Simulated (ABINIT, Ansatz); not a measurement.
# SnTe2 (Fm-3m): from the cell to the phonon bands, part 2 of 3

How does SnTe2 (Fm-3m) vibrate, and is this structure a minimum?

ABINIT 10.8.3; DFT LDA, scalar-relativistic, plane waves, HGH norm-conserving pseudopotentials.

So far. Step 4 (Zone-centre response): The acoustic modes at Γ come out as far as 0.8 cm⁻¹ from zero, where they should vanish, a small numerical error. The relaxed cell has a = 7.245 Å (conventional setting).

The structure was built from a prototype and need not be the compound's stable phase.

## Step 5: Linear response on the mesh

Linear response treats each wavevector in the unit cell, with no supercell; the 2×2×2 mesh fixes the range of the force constants to be had.

Contents of dfpt_q.abi:

```
ndtset 2

# wavevectors
qpt1 0.5 0.0 0.0
qpt2 0.5 0.5 0.0

# displacements
getwfk_filepath "gso_WFK"
getwfq_filepath "gso_WFK"
kptopt 3
nqpt 1
rfphon 1
rfatpol 1 3
rfdir 1 1 1
tolvrs 1.0d-10
prtwf 0

# basis, mesh and filling
ecut 20.0
ixc 7
ngkpt 6 6 6
nshiftk 1
shiftk 0.0 0.0 0.0
istwfk *1
occopt 6
tsmear 0.01
nband 14
nstep 100
diemac 1000000.0
prtebands 0
prtgsr 0
useylm 1

# cell and atoms
acell 9.680526803 9.680526803 9.680526803
rprim 
    -0.7071067812 0.0 0.7071067812
    0.0 0.7071067812 0.7071067812
    -0.7071067812 0.7071067812 0.0
ntypat 2
znucl 50 52
natom 3
typat 1 2 2
xred 
    0.0 0.0 0.0
    0.75 0.75 0.75
    0.25 0.25 0.25
pp_dirpath "./pseudo"
pseudos "Sn.hgh, Te.hgh"
```

Run with:

```bash
OMP_NUM_THREADS=1 mpirun -n 4 abinit dfpt_q.abi > dfpt_q.log
```

Numbers of over 12 decimals in the logs are rounded to 6 here.

dfpt_q.abo, the main output file:

```text
[banners, grids, parts of the stress and lines that vanish by symmetry left out]
- input  file    -> dfpt_q.abi
- output file    -> dfpt_q.abo
- root for input  files -> dfpt_qi
[...]
DATASET    1 : space group Fm -3 m (#225); Bravais cF (face-center cubic)
[...]
nfft =       64000          nkpt =         216
[...]
DATASET    2 : space group Fm -3 m (#225); Bravais cF (face-center cubic)
[...]
nfft =       64000          nkpt =         216
[...]
== DATASET  1 ==================================================================
[...]
cutoff_energies: {ecut:  20.0, pawecutdg:  -1.0, }
[...]
Exchange-correlation functional for the present dataset will be:
  LDA: Perdew-Wang 92 LSD fit to Ceperley-Alder data - ixc=7
[...]
Perturbation : displacement of atom   1   along direction   1
[...]
-ETOT  1   1127.3875691048      9.970E+02 2.874E+00 8.941E+06
 ETOT  2   333.53871209590     -7.938E+02 4.745E-01 1.802E+06
 ETOT  3   18.799885358002     -3.147E+02 1.891E-01 1.396E+05
 ETOT  4   2.652357     -1.615E+01 1.910E-01 4.674E+03
 ETOT  5   2.197375     -4.550E-01 6.385E-02 2.633E+01
[...]
At SCF step   14       vres2   =  1.29E-11 < tolvrs=  1.00E-10 =>converged.
[...]
Perturbation : displacement of atom   1   along direction   2
[...]
-ETOT  1   35.457979526659     -7.803E+01 1.063E+00 1.020E+05
[...]
At SCF step   12       vres2   =  4.34E-12 < tolvrs=  1.00E-10 =>converged.
[...]
Perturbation : displacement of atom   2   along direction   1
[...]
-ETOT  1   2512.0144794120      2.130E+03 7.200E+00 2.094E+07
[...]
At SCF step   15       vres2   =  9.70E-11 < tolvrs=  1.00E-10 =>converged.
[...]
Perturbation : displacement of atom   2   along direction   2
[...]
-ETOT  1   123.34924065981     -2.205E+02 1.817E+00 3.601E+05
[...]
At SCF step   12       vres2   =  1.64E-11 < tolvrs=  1.00E-10 =>converged.
[...]
Phonon wavevector (reduced coordinates) :  0.50000  0.00000  0.00000
 Phonon energies in Hartree :
[...]
Phonon frequencies in cm-1    :
- -4.467365E+01 -3.560391E+01 -3.560391E+01  3.613511E+01  6.621914E+01
-  6.621914E+01  8.586150E+01  8.683835E+01  8.683835E+01
[...]
== DATASET  2 ==================================================================
[...]
cutoff_energies: {ecut:  20.0, pawecutdg:  -1.0, }
[...]
Exchange-correlation functional for the present dataset will be:
  LDA: Perdew-Wang 92 LSD fit to Ceperley-Alder data - ixc=7
[...]
Perturbation : displacement of atom   1   along direction   1
[...]
-ETOT  1   718.65579185762      5.942E+02 1.651E+00 4.397E+06
[...]
At SCF step   12       vres2   =  7.08E-11 < tolvrs=  1.00E-10 =>converged.
[...]
Perturbation : displacement of atom   2   along direction   1
[...]
-ETOT  1   715.15994460672      3.466E+02 1.483E+00 4.475E+06
[...]
ETOT 14   1.025731     -1.876E-12 1.610E-15 1.309E-10
 ETOT 15   1.025731     -2.160E-12 3.032E-16 5.238E-12
 At SCF step   15       vres2   =  5.24E-12 < tolvrs=  1.00E-10 =>converged.
[...]
Phonon wavevector (reduced coordinates) :  0.50000  0.50000  0.00000
 Phonon energies in Hartree :
[...]
Phonon frequencies in cm-1    :
- -7.177391E+01 -1.847077E+01 -1.847077E+01  4.434477E+01  4.434477E+01
-  7.099305E+01  8.254210E+01  9.658990E+01  9.658990E+01
[...]
strten1     0.0000000000E+00  0.0000000000E+00  0.0000000000E+00
           strten2     0.0000000000E+00  0.0000000000E+00  0.0000000000E+00
================================================================================
```

Run time: 6.3 min. Hardware: 4 MPI ranks of Intel Xeon Platinum 8488C (Sapphire Rapids), shared host.

Read from the output:

| Item | Value |
| --- | --- |
| lowest mode on the q mesh (acoustic ones at the zone centre apart) | -71.77 cm⁻¹ |

Frequencies (cm⁻¹) before the sum rule at the irreducible wavevectors but Γ, which is solved apart; negative means imaginary. Frequencies by wavevector:

```
q (fractions)  star  mode 1  mode 2  mode 3  mode 4  mode 5  mode 6  mode 7  mode 8  mode 9
      0.5 0 0     4  -44.67   -35.6   -35.6   36.14   66.22   66.22   85.86   86.84   86.84
    0.5 0.5 0     3  -71.77  -18.47  -18.47   44.34   44.34   70.99   82.54   96.59   96.59
```

## Step 6: Interpolated phonon bands

anaddb transforms the dynamical matrices to force constants and back along the path; points of the mesh come back as solved, but for the sum rule and, in polar crystals, the LO-TO term at Γ; the rest is interpolation.

Contents of anaddb.abi:

```
ddb_filepath "all_DDB"
output_file "anaddb.abo"
outdata_prefix "anaddb"
ifcflag 1
ngqpt 2 2 2
nqshft 1
q1shft 0.0 0.0 0.0
asr 1
chneut 0
dipdip 0
dipquad 0
quadquad 0
enunit 0
eivec 0
nph1l 62
qph1l 
    0.0 0.0 0.0 1.0
    0.0 0.05 0.05 1.0
    0.0 0.1 0.1 1.0
    0.0 0.15 0.15 1.0
    0.0 0.2 0.2 1.0
    0.0 0.25 0.25 1.0
    0.0 0.3 0.3 1.0
    0.0 0.35 0.35 1.0
    0.0 0.4 0.4 1.0
    0.0 0.45 0.45 1.0
    0.0 0.5 0.5 1.0
    0.0 0.5125 0.4875 1.0
    0.0 0.525 0.475 1.0
    0.0 0.5375 0.4625 1.0
    0.0 0.55 0.45 1.0
    0.0 0.5625 0.4375 1.0
    0.0 0.575 0.425 1.0
    0.0 0.5875 0.4125 1.0
    0.0 0.6 0.4 1.0
    0.0 0.6125 0.3875 1.0
    0.0 0.625 0.375 1.0
    -0.375 0.375 0.0 1.0
    -0.3375 0.3375 0.0 1.0
    -0.3 0.3 0.0 1.0
    -0.2625 0.2625 0.0 1.0
    -0.225 0.225 0.0 1.0
    -0.1875 0.1875 0.0 1.0
    -0.15 0.15 0.0 1.0
    -0.1125 0.1125 0.0 1.0
    -0.075 0.075 0.0 1.0
    -0.0375 0.0375 0.0 1.0
    0.0 0.0 0.0 1.0
    0.0 0.05 0.0 1.0
    0.0 0.1 0.0 1.0
    0.0 0.15 0.0 1.0
    0.0 0.2 0.0 1.0
    0.0 0.25 0.0 1.0
    0.0 0.3 0.0 1.0
    0.0 0.35 0.0 1.0
    0.0 0.4 0.0 1.0
    0.0 0.45 0.0 1.0
    0.0 0.5 0.0 1.0
    -0.025 0.5 0.025 1.0
    -0.05 0.5 0.05 1.0
    -0.075 0.5 0.075 1.0
    -0.1 0.5 0.1 1.0
    -0.125 0.5 0.125 1.0
    -0.15 0.5 0.15 1.0
    -0.175 0.5 0.175 1.0
    -0.2 0.5 0.2 1.0
    -0.225 0.5 0.225 1.0
    -0.25 0.5 0.25 1.0
    -0.225 0.5 0.275 1.0
    -0.2 0.5 0.3 1.0
    -0.175 0.5 0.325 1.0
    -0.15 0.5 0.35 1.0
    -0.125 0.5 0.375 1.0
    -0.1 0.5 0.4 1.0
    -0.075 0.5 0.425 1.0
    -0.05 0.5 0.45 1.0
    -0.025 0.5 0.475 1.0
    0.0 0.5 0.5 1.0
```

Contents of mrgddb.in:

```
all_DDB
merged
3
dfpt_gammao_DDB
dfpt_qo_DS1_DDB
dfpt_qo_DS2_DDB
```

Run with:

```bash
mrgddb < mrgddb.in > mrgddb.log
OMP_NUM_THREADS=1 anaddb anaddb.abi > anaddb.log
```

anaddb.abo, the main output file:

```text
[banners, grids, parts of the stress and lines that vanish by symmetry left out]
-outvars_anaddb: echo values of input variables ----------------------

 Flags :
[...]
Phonon wavevector (reduced coordinates) :  0.00000  0.00000  0.00000
 Phonon energies in Hartree :
[...]
Phonon frequencies in cm-1    :
-  0.000000E+00  0.000000E+00  0.000000E+00  7.964790E+01  7.964790E+01
-  7.964790E+01  8.256810E+01  8.256810E+01  8.256810E+01
[...]
Phonon wavevector (reduced coordinates) :  0.00000  0.05000  0.05000
 Phonon energies in Hartree :
[...]
Phonon frequencies in cm-1    :
- -5.107884E+00 -5.107884E+00  1.029180E+01  7.675276E+01  7.675276E+01
-  7.767811E+01  8.263238E+01  8.489468E+01  8.489468E+01
[...]
Phonon wavevector (reduced coordinates) :  0.00000  0.10000  0.10000
 Phonon energies in Hartree :
[...]
Phonon frequencies in cm-1    :
- -9.792810E+00 -9.792810E+00  2.047142E+01  7.171230E+01  7.228745E+01
-  7.228745E+01  8.279537E+01  8.771187E+01  8.771187E+01
[...]
Phonon wavevector (reduced coordinates) :  0.00000  0.15000  0.15000
 Phonon energies in Hartree :
[...]
Phonon frequencies in cm-1    :
- -1.367893E+01 -1.367893E+01  3.039892E+01  6.147034E+01  6.735842E+01
-  6.735842E+01  8.297869E+01  9.008178E+01  9.008178E+01
[...]
Phonon wavevector (reduced coordinates) :  0.00000  0.20000  0.20000
 Phonon energies in Hartree :
[...]
Phonon frequencies in cm-1    :
- -1.649493E+01 -1.649493E+01  3.988226E+01  4.584279E+01  6.224671E+01
-  6.224671E+01  8.308677E+01  9.199150E+01  9.199150E+01
  Phonon wavevector (reduced coordinates) :  0.00000  0.25000  0.25000
 Phonon energies in Hartree :
[...]
Phonon frequencies in cm-1    :
- -1.814262E+01 -1.814262E+01  1.723278E+01  4.866275E+01  5.725451E+01
-  5.725451E+01  8.305080E+01  9.348868E+01  9.348868E+01
  Phonon wavevector (reduced coordinates) :  0.00000  0.30000  0.30000
 Phonon energies in Hartree :
[...]
Phonon frequencies in cm-1    :
- -3.808413E+01 -1.876088E+01 -1.876088E+01  5.272319E+01  5.272319E+01
-  5.641697E+01  8.287067E+01  9.463614E+01  9.463614E+01
  Phonon wavevector (reduced coordinates) :  0.00000  0.35000  0.35000
 Phonon energies in Hartree :
[...]
Phonon frequencies in cm-1    :
- -5.456767E+01 -1.873353E+01 -1.873353E+01  4.899889E+01  4.899889E+01
-  6.278103E+01  8.263521E+01  9.549360E+01  9.549360E+01
  Phonon wavevector (reduced coordinates) :  0.00000  0.40000  0.40000
 Phonon energies in Hartree :
[...]
Phonon frequencies in cm-1    :
- -6.447095E+01 -1.854073E+01 -1.854073E+01  4.634561E+01  4.634561E+01
-  6.741278E+01  8.248890E+01  9.610036E+01  9.610036E+01
  Phonon wavevector (reduced coordinates) :  0.00000  0.45000  0.45000
 Phonon energies in Hartree :
[...]
Phonon frequencies in cm-1    :
- -6.998519E+01 -1.846077E+01 -1.846077E+01  4.483286E+01  4.483286E+01
-  7.012544E+01  8.250217E+01  9.646850E+01  9.646850E+01
  Phonon wavevector (reduced coordinates) :  0.00000  0.50000  0.50000
 Phonon energies in Hartree :
[...]
Phonon frequencies in cm-1    :
- -7.176770E+01 -1.846018E+01 -1.846018E+01  4.435481E+01  4.435481E+01
-  7.099344E+01  8.254749E+01  9.659277E+01  9.659277E+01
  Phonon wavevector (reduced coordinates) :  0.00000  0.51250  0.48750
 Phonon energies in Hartree :
[...]
Phonon frequencies in cm-1    :
- -7.164105E+01 -1.838817E+01 -1.834261E+01  4.390284E+01  4.430729E+01
-  7.116110E+01  8.244193E+01  9.658565E+01  9.659423E+01
  Phonon wavevector (reduced coordinates) :  0.00000  0.52500  0.47500
 Phonon energies in Hartree :
[...]
Phonon frequencies in cm-1    :
- -7.126171E+01 -1.817169E+01 -1.798600E+01  4.257237E+01  4.416700E+01
-  7.163337E+01  8.212724E+01  9.656403E+01  9.659756E+01
  Phonon wavevector (reduced coordinates) :  0.00000  0.53750  0.46250
 Phonon energies in Hartree :
[...]
Phonon frequencies in cm-1    :
- -7.063156E+01 -1.780931E+01 -1.737784E+01  4.042140E+01  4.394077E+01
-  7.233477E+01  8.160917E+01  9.652717E+01  9.659999E+01
[...]
Phonon wavevector (reduced coordinates) : -0.02500  0.50000  0.02500
 Phonon energies in Hartree :
[...]
Phonon frequencies in cm-1    :
- -4.430081E+01 -3.668942E+01 -3.511063E+01  3.797933E+01  6.459484E+01
-  6.532080E+01  8.607161E+01  8.712745E+01  8.747694E+01
  Phonon wavevector (reduced coordinates) : -0.05000  0.50000  0.05000
 Phonon energies in Hartree :
[...]
Phonon frequencies in cm-1    :
- -4.327805E+01 -3.919229E+01 -3.363759E+01  4.243360E+01  6.031972E+01
-  6.278367E+01  8.612902E+01  8.781790E+01  8.936544E+01
  Phonon wavevector (reduced coordinates) : -0.07500  0.50000  0.07500
 Phonon energies in Hartree :
[...]
Phonon frequencies in cm-1    :
- -4.190248E+01 -4.180248E+01 -3.113066E+01  4.789350E+01  5.431194E+01
-  5.897468E+01  8.608494E+01  8.857958E+01  9.162743E+01
  Phonon wavevector (reduced coordinates) : -0.10000  0.50000  0.10000
 Phonon energies in Hartree :
[...]
Phonon frequencies in cm-1    :
- -4.416509E+01 -4.018237E+01 -2.755646E+01  4.711523E+01  5.302827E+01
-  5.461521E+01  8.604083E+01  8.914859E+01  9.376489E+01
  Phonon wavevector (reduced coordinates) : -0.12500  0.50000  0.12500
 Phonon energies in Hartree :
[...]
Phonon frequencies in cm-1    :
- -4.574174E+01 -3.879127E+01 -2.295345E+01  3.911390E+01  4.843659E+01
-  5.892031E+01  8.604007E+01  8.937608E+01  9.560874E+01
  Phonon wavevector (reduced coordinates) : -0.15000  0.50000  0.15000
 Phonon energies in Hartree :
[...]
Phonon frequencies in cm-1    :
- -4.658724E+01 -3.804684E+01 -1.752826E+01  3.089367E+01  4.222843E+01
-  6.376062E+01  8.610175E+01  8.920172E+01  9.711092E+01
[...]
Phonon wavevector (reduced coordinates) : -0.02500  0.50000  0.47500
 Phonon energies in Hartree :
[...]
Phonon frequencies in cm-1    :
- -7.151406E+01 -1.834056E+01 -1.820060E+01  4.377604E+01  4.393361E+01
-  7.132836E+01  8.233901E+01  9.647137E+01  9.670100E+01
  Phonon wavevector (reduced coordinates) :  0.00000  0.50000  0.50000
 Phonon energies in Hartree :
[...]
Phonon frequencies in cm-1    :
- -7.176770E+01 -1.846018E+01 -1.846018E+01  4.435481E+01  4.435481E+01
-  7.099344E+01  8.254749E+01  9.659277E+01  9.659277E+01
-
```

Wall time 0.69 s (1 thread).

This step gave:

| Item | Value |
| --- | --- |
| lowest frequency on the path | -71.77 cm⁻¹ |

Anaddb. Phonon branches along the path, in cm⁻¹:

```
    point  branch 1  branch 2  branch 3  branch 4  branch 5  branch 6  branch 7  branch 8  branch 9
        Γ         0         0         0        80        80        80        83        83        83
  halfway       -18       -18        17        49        57        57        83        94        94
        X       -72       -18       -18        44        44        71        82        97        97
  halfway       -69       -17       -15        34        43        74        80        96        97
        U       -60       -17       -11         9        42        73        78        96        96
jump to K       -60       -17       -11         9        42        73        78        96        96
  halfway       -36        16        38        39        52        59        86        89        93
        Γ         0         0         0        80        80        80        83        83        83
  halfway       -16       -16        24        41        68        68        87        87        88
        L       -45       -36       -36        36        66        66        86        87        87
  halfway       -46       -39       -23        39        48        59        86        89        96
        W       -46       -41       -12        21        21        75        86        86       100
  halfway       -65       -16       -11        28        36        77        79        94        98
        X       -72       -18       -18        44        44        71        82        97        97
```

The phonon branches as a text plot (rows in cm⁻¹):

```
     96 |      ******************                    ************
     89 |  ****              ********    *********************
     82 |***************  ******  ********                 ******
     75 | **          *****       ****  ***              ********
     68 |   *     ****     *     ****    * ********     *
     60 |   **** *          *   ****      *        ** **
     53 |       *            *****         *        **
     46 |    *** *******    ****                    ***        **
     39 |    **         ****   **           *   ****  ***     **
     32 |   *          *     **  *           ***       *    ***
     25 |               *   *  *  **        *           ** *
     18 |  *   *           * *****  *     ** *           *** *
     10 | *               * *     ****   *                  *
      3 |*               * *         *****
     -4 | *              *           *    *                  *
    -11 |  **           ***  **     *      *            *******
    -18 |    ************ *       **        *          *      ***
    -25 |                   *    *           **      **
    -32 |                  *                   ******      *
    -40 |       *              **              ** *********
    -47 |                   ***                  *** *******
    -54 |        *         *
    -61 |         **     **                                 **
    -68 |           *****                                     ***
         Γ           X  U|K            Γ         L        W     X
```

The path dips to 72i cm⁻¹.

## Step 7: Density of states

Sums over the zone need many more wavevectors than were solved, so the interpolation is sampled on a dense mesh.

Contents of anaddb.abi:

```
ddb_filepath "all_DDB"
output_file "anaddb.abo"
outdata_prefix "anaddb"
ifcflag 1
ngqpt 2 2 2
nqshft 1
q1shft 0.0 0.0 0.0
asr 1
chneut 0
dipdip 0
dipquad 0
quadquad 0
prtdos 2
ng2qpt 11 11 11
dosdeltae 4.5563e-06
ntemper 11
temperinc 100.0
tempermin 0.0
```

Run with:

```bash
OMP_NUM_THREADS=1 anaddb anaddb.abi > anaddb.log
```

anaddb.abo, the main output file:

```text
-outvars_anaddb: echo values of input variables ----------------------

 Flags :
     ifcflag         1
 Miscellaneous information :
         asr         1
      chneut         0
 Interatomic Force Constants Inputs :
      dipdip         0
     dipquad         0
    quadquad         0
      ifcana         0
      ifcout         0
 Description of grid 1 :
        brav         1
       ngqpt         2         2         2
      nqshft         1
      q1shft
                     0.00000000E+00  0.00000000E+00  0.00000000E+00
 Phonon DOS information :
   dosdeltae  4.55630000E-06
    dossmear  4.55633525E-06
 Description of grid 2 (Fourier interp. or BZ sampling):
      ng2qpt        11        11        11
      ngrids         4
      q2shft         0.00000000E+00  0.00000000E+00  0.00000000E+00

================================================================================

 read the DDB information and perform some checks

  ==== Info on the Cryst% object ====
 Real(R)+Recip(G) space primitive vectors, cartesian coordinates (Bohr,Bohr^-1):
 R(1)= -6.8451661  0.0000000  6.8451661  G(1)= -0.0730442 -0.0730442  0.0730442
 R(2)=  0.0000000  6.8451661  6.8451661  G(2)=  0.0730442  0.0730442  0.0730442
 R(3)= -6.8451661  6.8451661  0.0000000  G(3)= -0.0730442  0.0730442 -0.0730442
 Unit cell volume ucvol=  6.4147831E+02 bohr^3
 Angles (23,13,12)=  6.00000000E+01  6.00000000E+01  6.00000000E+01 degrees
 Time-reversal symmetry is present
 Reduced atomic positions [iatom, xred, symbol]:
    1)    0.0000000  0.0000000  0.0000000  Sn
    2)    0.7500000  0.7500000  0.7500000  Te
    3)    0.2500000  0.2500000  0.2500000  Te

 DDB file with 3 blocks has been read.

================================================================================

 Calculation of the interatomic forces

       Homogeneous q point set in the B.Z.
 Grid q points  :        8
  1)   0.00000000E+00  0.00000000E+00  0.00000000E+00
  2)   5.00000000E-01  0.00000000E+00  0.00000000E+00
  3)   0.00000000E+00  5.00000000E-01  0.00000000E+00
  4)   5.00000000E-01  5.00000000E-01  0.00000000E+00
  5)   0.00000000E+00  0.00000000E+00  5.00000000E-01
  6)   5.00000000E-01  0.00000000E+00  5.00000000E-01
  7)   0.00000000E+00  5.00000000E-01  5.00000000E-01
  8)   5.00000000E-01  5.00000000E-01  5.00000000E-01

 The interatomic forces have been obtained

================================================================================

 Calculation of phonon density of states

 Average speed of sound partial sums:     0.3043158095E-03 (at units)
-                                   =           0.6657 [km/s]

 Debye frequency from partial sums:     0.1375352995E-03 (Ha)
-                                 =     0.9049387985E+00 (THz)
-Debye temperature from partial sums:     0.4343021260E+02 (K)

 Average speed of sound:     0.2607233773E-04 (at units)
-                      =           0.0570 [km/s]

 Debye frequency from DOS:     0.1178337328E-04 (Ha)
-                        =     0.7753087170E-01 (THz)
-Debye temperature from DOS:     0.3720894990E+01 (K)

-
```

The job ended after 0.75 s (1 thread).

Read from the output:

```
share of modes beyond 3i cm⁻¹ on the dense interpolated mesh : 0.2808
```

The phonon density of states has structure finer than the step of the table below, so its rows give means over 10 cm⁻¹, whole bins alone (the curve runs from -102 to 126 cm⁻¹). Peaks (cm⁻¹: height): -48.8: 0.0587, -17.8: 0.0835, 42.2: 0.104, 58.2: 0.104, 86.2: 0.310, 90.2: 0.242.

Tetrahedra. Phonon density of states against wavenumber; means over each step:

wavenumber (cm⁻¹), phonon density of states (1/cm⁻¹/cell) and a bar:
```
      -80      0.000 
      -70      0.003 
      -60      0.014 ##
      -50      0.039 ######
      -40      0.032 #####
      -30      0.050 ########
      -20      0.061 #########
      -10      0.049 ########
        0      0.019 ###
       10      0.011 ##
       20      0.024 ####
       30      0.038 ######
       40      0.075 ############
       50      0.058 #########
       60      0.085 #############
       70      0.040 ######
       80      0.056 #########
       90      0.194 ##############################
      100      0.051 ########
      110      0.000
```

(Continued in part 3 of 3.)

[Host names and launcher messages were left out of these logs when they were recorded.]

[Logs are printed without paths, hosts, clocks, repeated set-up lines and the standing remarks that a program may print on its own settings, such as how far it seeks lower states.]

[Hosts, paths, dates, database ids (printed as entryN), source tags and the programs' standing remarks are cut or masked in the printed files.]
